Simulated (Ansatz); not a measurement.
## The stack of 1T-HfO2 under 2H-MoS2 , upper layer turned by 180° between two gates

Aim: screening and gap of the neutral stack of 1T-HfO2 under 2H-MoS2 , upper layer turned by 180° between oppositely charged gates.

Method: plane-wave DFT, LDA, Ansatz PAW, in Ansatz 0.2.0.

## 1. Starting point

The cell holds 6 atoms: 2 O, 1 Hf, 2 S and 1 Mo. Cell: a = 3.210 Å, b = 3.210 Å, c = 48.431 Å, α = 90.0°, β = 90.0°, γ = 120.0°. Regions: layer 1: 1T-HfO2, 3 atoms (2 O and 1 Hf); layer 2: 2H-MoS2, 3 atoms (2 S and 1 Mo). Vacuum lies along c.

## 2. Relaxing the slab

The starting cell is a guess, so the in-plane lattice and the atoms are relaxed first, with the slab cut off from its images along the normal.

Contents of input.yaml:

```yaml
crystal:
  lattice:
    - [3.21, 0.0, 0.0]
    - [-1.605, 2.7799415461, 0.0]
    - [0.0, 0.0, 48.4311886125]
  atoms:
    - { symbol: O, position: [0.6666666667, 0.3333333333, 0.4098598562] }
    - { symbol: Hf, position: [0.0, 0.0, 0.4358616016] }
    - { symbol: O, position: [0.3333333333, 0.6666666667, 0.4618633471] }
    - { symbol: S, position: [0.0, 0.0, 0.5227745096] }
    - { symbol: Mo, position: [0.3333333333, 0.6666666667, 0.5564573267] }
    - { symbol: S, position: [0.0, 0.0, 0.5901401438] }
  periodic: [true, true, false]
kpoints:
  mp_grid: { grid: [12, 12, 1] }
hamiltonian:
  xc: lda
scf:
  occupations: { method: fermi_dirac, width: 0.05 }
  convergence: { dr2_threshold: 1.0e-09 }
relax:
  f_tol: 0.004
  max_steps: 90
  cell: {}
output:
  write_potential: true
  write_density: true
  volumetric_format: npy
```

Started as:

```bash
$ ansatz run input.yaml --threads 4 --pin off --max-ram 6144MiB --backend cpu --events-out ev --progress --plain --runs-dir out
```

The runs that follow: gated layer, displacement field 0, start network; gated layer, displacement field 1.81 V/nm; gated layer, displacement field -1.81 V/nm; gated layer, displacement field 3.62 V/nm; gated layer, displacement field -3.62 V/nm; gated layer, displacement field 5.43 V/nm; the series together; the same run with other settings: scf.mixing.algorithm = "anderson" and scf.mixing.beta = 0.2; the same run with other settings. Settings of the main run: cutoff 420 eV, 30×30×1 k-mesh, Fermi-Dirac occupations, smearing width 0.02585 eV, 2 layers, stack of 1T-HfO2 under 2H-MoS2 , upper layer turned by 180°, gates two, opposite, displacement field 0, PAW set soft 2, distance from the layer to a gate 5 Å.

Before running: what should come out for the gap with uncharged gates and gap at 5.43 V/nm?

The gap goes from 1.49 to 1.50 eV at 5.4 V/nm. The layers screen the field: the voltage is that of a vacuum gap 8.0 Å narrower than the real distance. The gates are charged sheets behind model barriers, not atoms. Gaps are the smaller of those on the path and on the mesh; band edges between these points would make them smaller still.

| Item | Value |
| --- | --- |
| gap with uncharged gates | 1.49 eV |
| electrostatic distance between the gates | 9.68 Å |
| geometric distance between the gates | 17.7 Å |
| gap at 5.43 V/nm | 1.50 eV |

Spin-orbit coupling is left out, which matters for the bands of elements this heavy.

[Long decimals in the printed logs are rounded to 6 places.]

[Logs are printed without paths, hosts, clocks, repeated set-up lines and the standing remarks that a program may print on its own settings, such as how far it seeks lower states.]

[Hosts, paths, dates, database ids (printed as entryN), source tags and the programs' standing remarks are cut or masked in the printed files.]

[Maps of the electrostatic potential energy from Ansatz leave out the sawtooth potential of an applied field or a dipole correction, so their vacuum need not be flat; planar profiles and work functions include it.]
